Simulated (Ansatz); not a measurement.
# HAuS2: relaxing a made-up structure, part 2 of 2

This structure for HAuS2 is made up. Its elements were placed in a known structure type with a cell scaled to their sizes. What cell does the guess relax to, and how far off was it?

Ansatz 0.2.0; DFT, PBE, plane-wave PAW, files of the set soft_1, scalar-relativistic, no spin, cell and ions relaxed at zero pressure; PAW set soft_1 (the session's first sound run).

So far: The starting structure; Relaxation of the guess.

## Step 3: Bands of the relaxed cell

With the geometry fixed, one more self-consistent run, with a narrower smearing and the mesh shown in its input, gives the bands, and its pressure, and its forces where symmetry allows any, show how far the geometry depends on these settings.

This step: DFT, PBE, plane-wave PAW, files of the set soft_1, scalar-relativistic, no spin, bands and density of states at the relaxed cell; PAW set soft_1 (Ansatz 0.2.0).

input.yaml reads:

```yaml
crystal:
  lattice:
    - [4.7239843984, -1.772483052, 0.5139759011]
    - [4.7239843984, 1.772483052, 0.5139759011]
    - [0.0028483667, 0.0, 5.1988335288]
  atoms:
    - { symbol: Au, position: [0.5, 0.5, 0.0] }
    - { symbol: S, position: [0.8978712373, 0.8978712373, 0.2601291704] }
    - { symbol: S, position: [0.1021287627, 0.1021287627, 0.7398708296] }
    - { symbol: H, position: [0.0, 0.0, 0.5] }
kpoints:
  mp_grid: { grid: [10, 10, 6] }
  band_path:
    path:
      - [[0.0, 0.0, 0.0], [0.5, 0.5, 1.0], [-0.20058658, -0.20058658, 1.35721064], [0.5, 0.5, 0.5], [0.27820472, 0.72179528, 0.5]]
      - [[-0.27820472, 0.27820472, -0.5], [0.0, 0.0, -0.5], [1.20058658, 1.20058658, -0.35721064]]
      - [[0.5, 0.5, 1.0], [0.38883889, 0.61116111, 1.0]]
      - [[-0.38883889, 0.38883889, 0.0], [0.0, 0.0, 0.0], [0.0, 0.5, 0.5]]
      - [[0.0, 0.5, 0.0], [0.0, 0.0, 0.0]]
    npoints: 8
scf:
  occupations: { method: fermi_dirac, width: 0.03 }
  n_extra_bands: 8
hamiltonian:
  xc: pbe
  pseudopotentials: { kind: paw, azcp: { folder: soft_1 } }
output:
  forces: true
  stress: true
  write_bands: true
  dos: { projected: true }
  write_density: true
  write_potential: true
  elf: true
  volumetric_format: npy
```

Started as:

```sh
$ ansatz run input.yaml --threads 4 --pin off --max-ram 10240MiB --backend cpu --events-out ev --progress --plain --runs-dir out
```

Numbers of over 12 decimals in the logs are rounded to 6 here.

The program printed:

```text
[...]
Crystal: 4 atoms, lattice volume = 87.056 Å³
Basis set: ecut = 420 eV, 1715 PW (Γ), exchange–correlation on 72×72×72 points (8 copies of the dense FFT grid, shifted against one another)
Bands: 24, of which v1, the nominal top of the filled ones, is band 16 counted from 1 (15 counted from 0)
Symmetry: 4 space group operations
[...]
k-points: 172 of 600
[...]
SCF iter   1: F=—  HF=-14972.818043 eV  |F-HF|=—  |Δ(HF+E_count)|=         —  Δρ=7.69e-2  dr2=7.00e0  ethr=3.10e-3  ⟨swp⟩=7.0  Hψ=23664  notcnv=0
[...]
SCF iter   8: F=-14971.314683 eV  HF=-14971.314683 eV  |F-HF|=6.05e-8  |Δ(HF+E_count)|=   1.00e-6  Δρ=5.71e-6  dr2=3.98e-8  ethr=3.13e-10  ⟨swp⟩=18.7  Hψ=36610  notcnv=0
SCF 1 converged in 8 iterations: F = -14971.314683 eV  dr2 = 3.98e-8
[...]
NSCF: frozen V_eff on 85 k-points
SCF converged after 8 iterations
Free energy (F): -14971.314683 eV
[...]
Internal energy: -14971.314683 eV  (E = F + TS)
E sigma→0 (E₀):  -14971.314683 eV
Entropy (-TS):   -0.000000 eV (-0.000 meV/atom)
Fermi energy:    5.222643 eV
[...]
--- Forces (eV/Å), atoms counted from 1 ---
  atom   1  Au     0.00000000     0.00000000    -0.00000000
  atom   2  S     -0.00204634     0.00000000     0.00377436
  atom   3  S      0.00204634    -0.00000000    -0.00377436
  atom   4  H      0.00000000     0.00000000     0.00000000
  max |Σ_I F_I| component: 4.34e-19 eV/Å
--- Stress (GPa, compression-positive) ---
        0.007719       0.000000      -0.008076
        0.000000       0.010102       0.000000
       -0.008075       0.000000       0.007471
  P = ⅓ Tr σ = 0.0084 GPa (0.084 kbar)
--- Band table (eV; the first three rows and the last of 172) ---
  k-point 0: bands = [... 12 lower, 2.8561, 3.2605, 3.3208, 3.9949, 6.9922, 8.5330, 9.1296, 10.2394, ... 4 higher]
  k-point 1: bands = [... 12 lower, 2.5704, 3.3604, 3.7275, 3.8621, 6.9653, 8.7618, 9.0530, 10.6572, ... 4 higher]
  k-point 2: bands = [... 12 lower, 2.3903, 3.4406, 3.5047, 4.3936, 6.9105, 8.7081, 9.7898, 11.2666, ... 4 higher]
  k-point 171: bands = [... 12 lower, 2.0375, 3.4967, 4.1501, 4.8378, 6.7098, 8.1742, 9.7249, 11.0410, ... 4 higher]
```

The job ended after 3.9 s (4 threads of Intel Xeon Platinum 8559C (Emerald Rapids), shared host; peak memory 0.59 GiB; 14 s of CPU time).

The column dr2 measures how far the density is from self-consistency, as an energy; F and HF (Harris–Foulkes) agree once it is small.

This step gave:

```yaml
fermi_energy: 5.223 eV
gap_by_band_count: 0.7538 eV
pressure: 0.008431 GPa
```

From bands.tsv. The electronic bands at the labelled points (eV, zero at the valence top; v1 is the highest filled band, c1 the lowest empty one):

| point | v4 | v3 | v2 | v1 | c1 | c2 | c3 | c4 |
| --- | --- | --- | --- | --- | --- | --- | --- | --- |
| Γ | -1.98 | -1.58 | -1.52 | -0.84 | 2.15 | 3.69 | 4.29 | 5.40 |
| halfway | -2.72 | -1.35 | -0.96 | -0.17 | 1.96 | 3.61 | 5.39 | 6.23 |
| Y | -2.59 | -1.94 | -1.65 | -1.58 | 2.35 | 5.14 | 5.89 | 6.53 |
| halfway | -2.51 | -1.47 | -1.34 | -0.71 | 2.08 | 4.05 | 4.78 | 5.84 |
| F | -2.49 | -1.45 | -1.42 | -0.19 | 2.10 | 3.47 | 5.30 | 6.48 |
| halfway | -2.04 | -1.55 | -1.48 | -1.16 | 2.22 | 4.13 | 4.20 | 5.86 |
| L | -2.80 | -1.34 | -0.69 | 0.00 | 1.87 | 3.34 | 4.89 | 6.20 |
| halfway | -2.92 | -1.83 | -1.38 | -0.27 | 1.40 | 3.56 | 5.60 | 7.17 |
| I | -3.08 | -2.69 | -2.55 | -0.72 | 1.95 | 3.81 | 4.30 | 6.31 |
| jump to I1 | -3.08 | -2.69 | -2.55 | -0.72 | 1.95 | 3.81 | 4.30 | 6.31 |
| halfway | -2.97 | -1.62 | -1.62 | -0.51 | 0.71 | 4.64 | 4.74 | 6.06 |
| Z | -2.50 | -1.48 | -1.36 | -0.18 | 2.04 | 3.89 | 5.57 | 6.43 |
| halfway | -2.79 | -1.35 | -0.73 | -0.17 | 1.89 | 3.64 | 4.90 | 6.28 |
| F1 | -2.49 | -1.45 | -1.42 | -0.19 | 2.10 | 3.47 | 5.30 | 6.48 |
| jump to Y | -2.59 | -1.94 | -1.65 | -1.58 | 2.35 | 5.14 | 5.89 | 6.53 |
| halfway | -2.52 | -2.26 | -1.46 | -1.29 | 1.81 | 5.31 | 5.88 | 6.46 |
| X1 | -2.91 | -1.68 | -1.31 | -1.25 | 0.99 | 5.25 | 5.81 | 6.25 |
| jump to X | -2.91 | -1.68 | -1.31 | -1.25 | 0.99 | 5.25 | 5.81 | 6.25 |
| halfway | -2.90 | -2.75 | -2.18 | -0.10 | 1.67 | 4.65 | 5.17 | 5.40 |
| Γ | -1.98 | -1.58 | -1.52 | -0.84 | 2.15 | 3.69 | 4.29 | 5.40 |
| halfway | -2.95 | -1.86 | -1.48 | -0.70 | 1.34 | 4.76 | 5.44 | 5.87 |
| N | -3.03 | -2.81 | -2.47 | -0.81 | 1.78 | 4.01 | 4.25 | 5.97 |
| jump to M | -3.23 | -2.90 | -2.38 | 0.00 | 1.56 | 4.44 | 4.59 | 6.34 |
| halfway | -2.84 | -1.75 | -1.51 | -0.71 | 1.34 | 4.68 | 5.17 | 5.87 |
| Γ | -1.98 | -1.58 | -1.52 | -0.84 | 2.15 | 3.69 | 4.29 | 5.40 |

States per cell as run, both spins, in windows of 1 eV, from dos.tsv (zero at the valence-band top):

```
from  to  total
  -8  -7   0.00
  -7  -6   2.74
  -6  -5   2.74
  -5  -4   3.46
  -4  -3   3.33
  -3  -2   3.15
  -2  -1   2.59
  -1   0   1.98
   0   1   0.13
   1   2   1.75
   2   3   0.11
   3   4   0.59
   4   5   2.12
```

Below -8 eV lie 12.0 more states.

Electrostatic potential energy in the ac plane of the cell as run, not the conventional one, at fractional y = 0.102, with atoms of S within 0.2 Å of it. With pseudopotentials it is smooth inside the atoms' cores, unlike the true potential.

Ten even steps from '_' (-34 eV) to '@' (10 eV), each cell a mean:
```
%%%%%%@@@@@@@@@@@@@@@@%%%%%%
--::==##@@@@@@@@@@@@@@@@%%##
______--%%@@@@@@@@@@@@@@%%++
__..__::##@@@@@@@@@@@@@@%%==
..____--%%@@@@@@@@@@@@@@%%**
**====##@@@@@@@@@@@@@@@@%%##
%%%%%%@@@@@@@@@@@@@@@@%%**++
%%@@@@@@@@@@@@@@@@@@%%%%##**
@@@@@@@@@@@@@@@@%%##**##%%%%
@@@@@@@@@@@@@@@@%%++--==##@@
@@@@@@@@@@@@@@@@%%++::--**%%
@@@@@@@@@@@@@@@@%%##++++##@@
@@@@@@@@@@@@@@@@@@%%%%##%%@@
@@@@@@@@@@@@@@@@@@@@%%%%%%@@
```
Columns run along a (5.1 Å; values clipped at the 3rd and 97th percentile), rows up along c (5.2 Å). Atoms in or near the plane, at fractional coordinates: S at (0.10, 0.74).

Valence density in the ac plane of the cell as run, not the conventional one, at fractional y = 0.102, with atoms of S within 0.2 Å of it. It is the smooth field of the valence electrons, not physical close to the nuclei.

Values in e/Å³, 14 rows by 14 columns, each cell a mean:
```
0.4 0.4 0.3 0.2 0.1 0.0 0.0 0.0 0.1 0.1 0.2 0.2 0.3 0.3
0.8 0.9 0.8 0.5 0.2 0.1 0.0 0.0 0.0 0.1 0.1 0.2 0.3 0.6
1.0 0.7 1.0 0.9 0.4 0.1 0.0 0.0 0.0 0.0 0.1 0.1 0.3 0.8
0.9 0.4 0.8 1.0 0.5 0.2 0.0 0.0 0.0 0.0 0.0 0.1 0.3 0.8
1.1 1.0 1.0 0.9 0.4 0.1 0.0 0.0 0.0 0.0 0.0 0.1 0.3 0.7
0.8 0.9 0.8 0.5 0.2 0.1 0.0 0.0 0.0 0.0 0.1 0.1 0.3 0.6
0.5 0.4 0.3 0.2 0.1 0.0 0.0 0.0 0.0 0.1 0.1 0.2 0.4 0.6
0.3 0.1 0.1 0.1 0.0 0.0 0.0 0.1 0.1 0.2 0.3 0.3 0.4 0.4
0.1 0.1 0.0 0.0 0.0 0.0 0.0 0.1 0.2 0.4 0.6 0.6 0.5 0.3
0.1 0.0 0.0 0.0 0.0 0.0 0.0 0.1 0.4 0.7 0.9 0.8 0.6 0.3
0.1 0.0 0.0 0.0 0.0 0.0 0.0 0.1 0.4 0.8 1.0 0.9 0.6 0.3
0.1 0.0 0.0 0.0 0.0 0.0 0.0 0.1 0.3 0.6 0.9 0.8 0.5 0.3
0.1 0.1 0.0 0.0 0.0 0.0 0.0 0.1 0.2 0.4 0.5 0.5 0.4 0.2
0.2 0.1 0.1 0.1 0.0 0.0 0.0 0.0 0.1 0.2 0.3 0.3 0.3 0.2
```
Columns run along a (5.1 Å), rows up along c (5.2 Å). Atoms in or near the plane, at fractional coordinates: S at (0.10, 0.74).

ELF in the ac plane of the cell as run, not the conventional one, at fractional y = 0.102, with atoms of S within 0.2 Å of it. It is the smooth field of the valence electrons, not physical close to the nuclei.

Values, 14 rows by 14 columns, each cell a mean:
```
0.51 0.59 0.63 0.58 0.39 0.12 0.02 0.04 0.11 0.17 0.19 0.19 0.22 0.35
0.69 0.66 0.78 0.83 0.73 0.41 0.07 0.02 0.07 0.13 0.16 0.21 0.39 0.64
0.46 0.18 0.51 0.87 0.88 0.67 0.20 0.02 0.03 0.07 0.12 0.26 0.55 0.74
0.41 0.04 0.31 0.84 0.92 0.78 0.33 0.03 0.01 0.03 0.08 0.27 0.61 0.78
0.77 0.48 0.60 0.88 0.90 0.75 0.29 0.02 0.01 0.01 0.06 0.23 0.59 0.83
0.88 0.86 0.86 0.87 0.82 0.54 0.11 0.02 0.03 0.05 0.10 0.30 0.64 0.81
0.76 0.73 0.74 0.71 0.55 0.19 0.03 0.05 0.17 0.27 0.31 0.50 0.81 0.86
0.57 0.35 0.32 0.28 0.14 0.03 0.04 0.24 0.50 0.61 0.64 0.68 0.76 0.79
0.31 0.11 0.06 0.04 0.02 0.02 0.14 0.49 0.69 0.75 0.77 0.79 0.74 0.58
0.25 0.07 0.02 0.01 0.01 0.04 0.24 0.60 0.76 0.79 0.76 0.79 0.76 0.56
0.24 0.07 0.02 0.01 0.01 0.04 0.23 0.57 0.76 0.82 0.81 0.80 0.74 0.54
0.17 0.06 0.02 0.01 0.01 0.02 0.13 0.40 0.64 0.78 0.83 0.80 0.66 0.41
0.11 0.07 0.06 0.04 0.02 0.01 0.05 0.20 0.38 0.53 0.60 0.57 0.42 0.24
0.18 0.21 0.23 0.19 0.09 0.02 0.02 0.08 0.18 0.26 0.29 0.27 0.21 0.17
```
Columns run along a (5.1 Å), rows up along c (5.2 Å). Atoms in or near the plane, at fractional coordinates: S at (0.10, 0.74).

## Step 4: What came out

```json
{"space group, relaxed": "C2/m", "conventional cell": "a = 9.504, b = 3.545, c = 5.199 Å; α = 90.0°, β = 96.2°, γ = 90.0°", "volume per atom": "21.76 Å³ (guess 22.76)"}
```

HAuS2 relaxes to C2/m with a = 9.504, b = 3.545 and c = 5.199 Å. The guessed volume was 5 % too large. The space group C2/m was held in the relaxation, so the end point is a stationary structure within it and may be a saddle against distortions or other arrangements. It has an indirect Kohn–Sham gap of 0.71 eV, which semilocal functionals understate. On the 10×10×6 mesh with the narrower smearing (relaxed on 8×8×5) the largest force component is 0.004 eV/Å and the largest stress component is 0.010 GPa, within the relaxation's thresholds of 0.015 eV/Å and 0.05 GPa. The cutoff wasn't tested. Spin-orbit coupling is left out, which can matter for elements this heavy. No dispersion term is used, so weakly bound directions may come out too long. Nothing here tests whether the compound is stable against decomposition.

[Logs are printed without paths, hosts, clocks, repeated set-up lines and the standing remarks that a program may print on its own settings, such as how far it seeks lower states.]

[Hosts, paths, dates, database ids (printed as entryN), source tags and the programs' standing remarks are cut or masked in the printed files.]
